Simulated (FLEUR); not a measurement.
## Energy mapping worked by hand: GdZn

Can a spin model with one coupling foretell the energy of a further order of GdZn?

Calculated with FLEUR MaX-R8.1; LDA (VWN) with U = 6 eV on Gd f; all-electron FLAPW, Dirac cores, scalar-relativistic bands.

The experiments to compare with:

“The influence of Ga doping on magnetic properties, magnetocaloric effect, and electronic structure of pseudo-binary GdZn1-xGax (x = 0-0.1)” (2024, arxiv:2410.22504) reports for GdZn, CsCl-type cubic, by SQUID magnetometry, modified Arrott plot (polycrystalline): ordering temperature (Curie temperature, modified Arrott plot) 268.5 ± 0.1 K [from critical-behaviour analysis; dM/dT minimum gives 269 K].

The database entry behind the starting cell differs from later determinations by our own check (about 0.4 % long), so it need not match the best structure at ambient conditions.

## 1. The starting structure

It takes space group Pm-3m (No. 221, cubic). The conventional cell has a = 3.618 Å, b = 3.618 Å, c = 3.618 Å, α = 90.00°, β = 90.00°, γ = 90.00°. Nearest to Gd lie 8 Zn at 3.13 Å. Nearest to Zn lie 8 Gd at 3.13 Å. Farther neighbours are not listed.

Coordinates:

```xyz
2
Lattice="3.6180 0.0000 0.0000 0.0000 3.6180 0.0000 0.0000 0.0000 3.6180" Properties=species:S:1:pos:R:3 pbc="T T T"
Gd    0.0000    0.0000    0.0000
Zn    1.8090    1.8090    1.8090
```

## 2. The parallel order

All energies count from this run. The U counters the self-interaction that shrinks the moments of a localised shell.

The file n_mmp_mat seeds the f occupations with whole cubic orbitals by Hund's first rule, so that the U acts from the first pass. inpgen writes inp.xml from crystal.txt; cutoffs, mixing, functional, smearing and local orbitals are then set in the file. The k list default-1 (kpts.xml, not shown) is a Γ-centred 8×8×8 mesh; where the ranks do not divide the number of points, some are split in two of half the weight.

inp.xml reads:

```
<?xml version="1.0" encoding="UTF-8" standalone="no"?>
<fleurInput fleurInputVersion="0.39">
   <comment>
      GdZn
   </comment>
   <calculationSetup>
      <cutoffs Kmax="3.6" Gmax="10.8" GmaxXC="10.8" numbands="0"/>
      <scfLoop itmax="130" minDistance="0.0001" maxIterBroyd="15" imix="Anderson" alpha="0.05" precondParam="0.0" spinf="2.0" sdNocoIR="T"/>
      <coreElectrons ctail="T" frcor="F" kcrel="0" coretail_lmax="0"/>
      <xcFunctional name="vwn" relativisticCorrections="F"/>
      <magnetism jspins="2"/>
      <soc l_soc="F" theta="0.0" phi="0.0" spav="F"/>
      <expertModes spex="0" secvar="F"/>
      <geometryOptimization l_f="F" forcealpha="1.0" forcemix="BFGS" epsdisp="0.00001" epsforce="0.00001"/>
      <ldaU l_linMix="F" mixParam="0.05" spinf="1.0"/>
   </calculationSetup>
   <cell>
      <bzIntegration valenceElectrons="30.0" mode="hist" fermiSmearingEnergy="0.00183747">
         <kPointListSelection listName="default-1"/>
         <xi:include xmlns:xi="http://www.w3.org/2001/XInclude" href="kpts.xml"> </xi:include>
      </bzIntegration>
      <xi:include xmlns:xi="http://www.w3.org/2001/XInclude" href="sym.xml"> </xi:include>
      <bulkLattice scale="1.0">
         <bravaisMatrix>
            <row-1>    6.8370291188027990     0.0000000000000000     0.0000000000000000</row-1>
            <row-2>    0.0000000000000000     6.8370291188027990     0.0000000000000000</row-2>
            <row-3>    0.0000000000000000     0.0000000000000000     6.8370291188027990</row-3>
         </bravaisMatrix>
      </bulkLattice>
   </cell>
   <atomSpecies>
      <species name="Gadolinium7.000" element="Gd" atomicNumber="64">
         <mtSphere radius="2.8" gridPoints="925" logIncrement="0.014"/>
         <atomicCutoffs lmax="10" lnonsphr="8"/>
         <electronConfig flipSpins="F">
            <coreConfig>(1s1/2) (2s1/2) (2p1/2) (2p3/2) (3s1/2) (3p1/2) (3p3/2) (4s1/2) (3d3/2) (3d5/2) (4p1/2) (4p3/2) (4d3/2) (4d5/2)</coreConfig>
            <valenceConfig>(5s1/2) (5p1/2) (5p3/2) (6s1/2) (4f5/2) (4f7/2) (5d3/2) (5d5/2)</valenceConfig>
            <stateOccupation state="(4f5/2)" spinUp="2.5" spinDown="0.5"/>
            <stateOccupation state="(4f7/2)" spinUp="4.0" spinDown="0.0"/>
            <stateOccupation state="(5d3/2)" spinUp="0.4" spinDown="0.0"/>
            <stateOccupation state="(5d5/2)" spinUp="0.6" spinDown="0.0"/>
         </electronConfig>
         <energyParameters s="6" p="6" d="5" f="4"/>
         <ldaU l="3" U="6.0" J="0.0" l_amf="F"/>
         <lo type="SCLO" l="0" n="5" eDeriv="0"/>
         <lo type="SCLO" l="1" n="5" eDeriv="0"/>
      </species>
      <species name="Zinc (Zn)" element="Zn" atomicNumber="30">
         <mtSphere radius="2.8" gridPoints="925" logIncrement="0.014"/>
         <atomicCutoffs lmax="10" lnonsphr="8"/>
         <electronConfig flipSpins="F">
            <coreConfig>(1s1/2) (2s1/2) (2p1/2) (2p3/2) (3s1/2) (3p1/2) (3p3/2)</coreConfig>
            <valenceConfig>(4s1/2) (3d3/2) (3d5/2)</valenceConfig>
         </electronConfig>
         <energyParameters s="4" p="4" d="3" f="4"/>
      </species>
   </atomSpecies>
   <atomGroups>
      <atomGroup species="Gadolinium7.000">
         <relPos label="                   1">.0000000000 .0000000000 .0000000000</relPos>
         <force calculate="T" relaxXYZ="TTT"/>
      </atomGroup>
      <atomGroup species="Zinc (Zn)">
         <relPos label="                   2">1.000/2.000 1.000/2.000 1.000/2.000</relPos>
         <force calculate="T" relaxXYZ="TTT"/>
      </atomGroup>
   </atomGroups>
   <output dos="F" band="F" slice="F">
      <bandDOS minEnergy="-.5*Htr" maxEnergy="0.5*Htr" sigma="0.015" storeEVData="T"/>
      <plotting iplot="0" polar="F">
         <plot TwoD="T" vec1="  1.0  0.0  0.0" vec2="  0.0  1.0  0.0" vec3="  0.0  0.0  1.0" zero="  0.0  0.0  0.0" file="plot"/>
      </plotting>
      <moessbauerParams electricFieldGradient="F" isomerShift="F" coreHyperfine="F" valenceHyperfine="F"/>
   </output>
</fleurInput>
```

crystal.txt reads:

```
GdZn
&input film=F cartesian=F /
3.61800000000  0.00000000000  0.00000000000
0.00000000000  3.61800000000  0.00000000000
0.00000000000  0.00000000000  3.61800000000
1.8897261246
1.0 1.0 1.0

2
64 0.00000000000  0.00000000000  0.00000000000 : 7.000
30 0.50000000000  0.50000000000  0.50000000000

&kpt div1=8 div2=8 div3=8 gamma=T /
```

On the command line:

```bash
$ OMP_NUM_THREADS=1 inpgen -f crystal.txt > inpgen.log  # inp.xml is then edited as shown
$ OMP_NUM_THREADS=1 mpirun -n 4 fleur_MPI > fleur.log
```

Log:

```text
Welcome to FLEUR        (www.flapw.de)
      MaX-Release 8.1          (www.max-centre.eu)

 ========== k-point set info ==========
 Selected k-point list: default-1
 k-point list type: mesh
 0 x 0 x 0
 Number of k points: 36

 [... set-up left out ...]
 Iteration:     1   Distance:      23.04863657 me/bohr^3
 Iteration:     2   Distance:      21.98280977 me/bohr^3
 Iteration:     3   Distance:      12.18175601 me/bohr^3
 Iteration:     4   Distance:       5.11958287 me/bohr^3
 Iteration:     5   Distance:       1.40500084 me/bohr^3
[...]
[... left out ...]
            <freeEnergy value="-13066.5063859024"/>
            <extrapolationTo0K value="-13066.5061597016"/>
         </totalEnergy>
         [... left out ...]
         <ldaUDensityMatrixConvergence>
            <distance spin="1" distance="0.000000"/>
            <distance spin="2" distance="0.000000"/>
         </ldaUDensityMatrixConvergence>
         <densityConvergence units="me/bohr^3">
            <chargeDensity spin="1" distance="0.0000223950"/>
            <chargeDensity spin="2" distance="0.0000152436"/>
            <overallChargeDensity distance="0.0000239711"/>
            <spinDensity distance="0.0000298863"/>
         </densityConvergence>
      </iteration>
```

Elapsed: 13 s, on 4 MPI ranks of Intel Xeon Platinum 8375C at 2.90GHz (Ice Lake), shared host; peak memory 0.26 GiB.

Spin moment in the muffin-tin sphere by atom:

| atom | spin moment in the muffin-tin sphere (μB) |
| --- | --- |
| Gd1 | 7.31 |
| Zn2 | 0.07 |

Read from the output:

```
free energy                                                       : -355557.7522 eV
program's band gap on this mesh (in a metal only a level spacing) : 0.02917 eV
magnetization                                                     : 7.653 μB
final state                                                       : ferromagnetic
```

After 18 cycles the largest moment stands at 7.31 μB.

## 3. The orders used for the fit

The other orders were run with the same settings, on meshes that hold the same points. Free energies are divided by the number of Gd atoms; q is in fractions of the reciprocal vectors of the first run's cell.

| order | atoms | mesh | free energy (eV) | eV per Gd | largest moment (μB) |
| --- | --- | --- | --- | --- | --- |
| F + | 2 | 8×8×8 | -355557.7522 | -355557.7522 | 7.31 |
| AF q=(1/2,1/2,1/2) +- | 4 | 4×8×8 | -711115.3723 | -355557.6861 | 7.17 |

## 4. Counting neighbours

With E = −Σ J e_i·e_j over ordered pairs of unit vectors, turning a neighbour from parallel to opposed costs 2J a Gd atom. So an order lies 2 Σ n J over the parallel one, n being the opposed neighbours in each shell.

| shell | distance (Å) | neighbours | opposed in AF q=(1/2,1/2,1/2) +- | opposed in AF q=(0,1/2,1/2) +- |
| --- | --- | --- | --- | --- |
| J1 | 3.62 | 6 | 6 | 4 |
| J2 | 5.12 | 12 | 0 | 8 |

Only J1 is kept.

## 5. Solving

```
2 × 6 × J1 = +66.0 meV    (AF q=(1/2,1/2,1/2) +-)
J1 = +5.50 meV
```

## 6. The test

The couplings now give the orders that were left out:

```
2 × 4 × (+5.50) = +44.0 meV    (AF q=(0,1/2,1/2) +-)
```

The runs themselves:

| order | atoms | mesh | free energy (eV) | eV per Gd | largest moment (μB) | over the parallel order (meV) | foretold (meV) |
| --- | --- | --- | --- | --- | --- | --- | --- |
| AF q=(0,1/2,1/2) +- | 4 | 8×4×8 | -711115.4013 | -355557.7007 | 7.22 | +51.5 | +44.0 |

## 7. One more shell

One try is to add the next shell, though changing moments can also cause the miss. Both differences then fix both couplings, and no order is left for a test.

```
2 × 6 × J1 = +66.0 meV    (AF q=(1/2,1/2,1/2) +-)
2 × 4 × J1 + 2 × 8 × J2 = +51.5 meV    (AF q=(0,1/2,1/2) +-)
J1 = +5.50 meV
J2 = +0.47 meV
```

## 8. Mean-field temperature

```
gain of F + over disorder = (6 − 2 × 0) × (+5.50) + (12 − 2 × 0) × (+0.47) = 38.6 meV
T = 2 × 38.6 / (3 × 0.08617) = 299 K
```

## 9. Summary of results

```json
{"effective coupling of the reversed pairs, counted on J1 (Gd–Gd at 3.62 Å)": "5.5 meV", "largest miss on the orders left out": "7.5 meV", "J1 with two shells": "5.5 meV", "J2 with two shells": "0.47 meV", "mean-field ordering temperature": "299 K"}
```

In words: The model misses the order left out by 7.5 meV, 11 % of the largest distance from the parallel order, so it holds only roughly. With the next shell added the couplings are J1 = +5.50 and J2 = +0.47 meV, untested. The largest moments of the orders differ by 1.9 % of the greatest. One difference fixes one number: it sums all reversed shells and need not be the coupling of the nearest one, even in sign. Mean field overstates the temperature of the model, and classical spins understate it for small quantum spins, by up to the factor (S+1)/S. The f shell is half filled, so the spin-only picture is fair.

Comparison with the measured values:

| quantity | measured | LDA (VWN) with U = 6 eV on Gd f |
| --- | --- | --- |
| ordering temperature (mean field) (K) | 268.5 | 299 (+11.3 %) |

Measured values from arxiv:2410.22504 (2024).

How well it matches: The ordering temperature is off by +11.3 %: fair agreement. No cell relaxation is part of this session.

[Logs and program files are shortened in this print: banners, set-up blocks, solver, clock and traceback lines can be left out without a mark of their own.]

[Logs are printed without paths, hosts, clocks, repeated set-up lines and the standing remarks that a program may print on its own settings, such as how far it seeks lower states.]

[Hosts, paths, dates, database ids (printed as entryN), source tags and the programs' standing remarks are cut or masked in the printed files.]

[Where a cell is said to come from a database of computed structures, the database is the Materials Project.]
